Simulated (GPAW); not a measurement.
Computed results, one entry a study.

## InSe (R3m): one start, several treatments of the self-energy

It takes space group R3m (No. 160, trigonal). The conventional cell has a = 4.000 Å, b = 4.000 Å, c = 25.320 Å, α = 90.00°, β = 90.00°, γ = 120.00°. Nearest to In lie 3 Se at 2.64 Å and 1 In at 2.82 Å. Nearest to In lie 3 Se at 2.63 Å and 1 In at 2.82 Å. Nearest to Se lie 3 In at 2.64 Å. Se has 3 In at 2.63 Å nearest. Farther neighbours and most contacts between anions are not listed.

```xyz
4
Lattice="2.0000 1.1547 8.4400 -2.0000 1.1547 8.4400 0.0000 -2.3094 8.4400" Properties=species:S:1:pos:R:3 pbc="T T T"
In    0.0000    0.0000    0.0000
In    0.0000    0.0000    2.8206
Se    0.0000    0.0000   15.6098
Se    0.0000    0.0000   20.9675
```

| Quantity | Value |
| --- | --- |
| method | DFT, LDA, plane waves, PAW (and 3 further levels or steps) |
| program | GPAW 26.7.0 |
| settings of one run | cutoff 450 eV, GPAW PAW setups 1.2.1 data release, 4×4×4 k-mesh, nbands 547 |
| cost | 6 runs, 26 min in all on 8 MPI ranks of AMD EPYC 9R45, shared host (the runs of this entry) |
| notes | The database entry behind the starting cell differs from later determinations by our own check (c about 1.5 % long). The cell and positions come from the Crystallography Open Database and are kept as given unless a step says otherwise. Limits: no spin-orbit coupling. Bands and cutoff are finite, so the gap is not at the basis limit. The miss can reach some tenths of an eV and take either sign; the mesh is an error of its own. |
| G0W0, Godby-Needs plasmon pole | 1.041 eV |
| one-shot HSE06 | 0.982 eV |
| G0W0, extrapolated in the cutoff | 1.076 eV |
| one-shot PBE0 | 1.551 eV |
| G0W0, full frequency, Hilbert transform | 1.024 eV |
| known limits | not at the basis limit; no spin-orbit coupling |

One-shot HSE06: −0.059 eV against G0W0, Godby-Needs plasmon pole. G0W0, extrapolated in the cutoff: +0.036 eV against G0W0, Godby-Needs plasmon pole, at other bands or cutoff, so not like for like.

[Paths, hosts, dates, memory and timing lines, banners, echoed tables and standing remarks are left out of the program output.]

[Logs are printed without paths, hosts, clocks, repeated set-up lines and the standing remarks that a program may print on its own settings, such as how far it seeks lower states.]

[Runs of the session that timed out or met a known fault of the program may be left out.]

[Hosts, paths, dates, database ids (printed as entryN), source tags and the programs' standing remarks are cut or masked in the printed files.]
